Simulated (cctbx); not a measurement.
**Diagnosing a refinement**

Cell a = 4.1620 Å, b = 4.1620 Å, c = 22.8320 Å, α = 90.00°, β = 90.00°, γ = 120.00°; space group R-3m (no. 166). The compound is ErMnTe2.

The data are simulated with cctbx, not measured: Mo Kα, λ = 0.71073 Å, to d = 0.7 Å, 70 % of the full sphere, strongest reflection 70000 counts, noise from counting, a 1.5 % proportional error and a noise floor of 2 counts (s.d.); no absorption.

An anisotropic refinement with weights 1/σ² prints:

```text
Rint 0.013, 161 unique reflections to 0.70 A
cycle     R1     wR2    GooF  max shift (A)
   1  0.0154  0.0414   4.108   0.00027
   2  0.0077  0.0226   2.246   0.00000
final R1 0.0077 wR2 0.0226 GooF 2.246  parameters 7  data/parameter 23.0
atom        x        y        z      Ueq    occ   su(xyz)  su(Uiso or U11)
Er1    0.00000  0.00000  0.00000   0.0053  1.000  0.00000  0.0001
Te1    0.00000  0.00000  0.26264   0.0063  1.000  0.00001  0.0001
Mn1    0.33333  0.66667  0.16667   0.0059  1.000  0.00000  0.0003
difference map: max 1.02 min -1.30 rms 0.14
Q1    0.0000  0.0000  0.1644    6    1.02  2.24 A from Te1
Q2    0.0000  0.0000  0.5000    3    0.83  0.00 A from Mn1
Q3    0.0000  0.0000  0.3445    6    0.57  1.87 A from Te1
Q4    0.0000  0.0000  0.0000    3    0.38  0.00 A from Er1
Q5    0.0000  0.0000  0.3032    6    0.34  0.93 A from Te1
Q6    0.0000  0.5000  0.5000    9    0.26  2.08 A from Mn1
```

**Question.** Can this result stand? If not, what is the likely fault?

Mend it. The fault: anomalous dispersion left out. Against the right model at the same level, R1 goes from 0.0039 to 0.0077 and GooF from 0.87 to 2.25, the top difference peak, 1.0 e/Å³, lies 2.24 Å from Te1 and a hole of -1.3 e/Å³ opens. No atom is wrong: without f′ and f″ the atoms near an edge get the wrong scattering power, which U and the scale absorb. The signs are weak, and the output alone doesn't single this fault out.

The compound is ErMnTe2. The right model at the same level gives:

```text
Rint 0.013, 161 unique reflections to 0.70 A
cycle     R1     wR2    GooF  max shift (A)
   1  0.0077  0.0226   2.243   0.00013
   2  0.0039  0.0088   0.869   0.00000
final R1 0.0039 wR2 0.0088 GooF 0.869  parameters 7  data/parameter 23.0
atom        x        y        z      Ueq    occ   su(xyz)  su(Uiso or U11)
Er1    0.00000  0.00000  0.00000   0.0053  1.000  0.00000  0.0000
Te1    0.00000  0.00000  0.26262   0.0057  1.000  0.00000  0.0000
Mn1    0.33333  0.66667  0.16667   0.0079  1.000  0.00000  0.0001
difference map: max 0.21 min -0.33 rms 0.06
Q1    0.0000  0.0000  0.4219    6    0.21  1.78 A from Mn1
Q2    0.0352  0.5176  0.2989   18    0.19  1.54 A from Er1
Q3    0.0000  0.5000  0.5000    9    0.18  2.08 A from Mn1
Q4    0.0470  0.5235  0.8159   18    0.17  1.43 A from Mn1
Q5    0.0417  0.5208  0.7704   18    0.16  1.97 A from Mn1
Q6    0.0283  0.5142  0.0312   18    0.14  1.59 A from Te1
```

The model was made for the exercise: a known structure type with other elements put in, its volume estimated, not relaxed; displacement parameters are assumed.

[Middle refinement cycles are left out of these outputs.]

[Logs are printed without paths, hosts, clocks, repeated set-up lines and the standing remarks that a program may print on its own settings, such as how far it seeks lower states.]
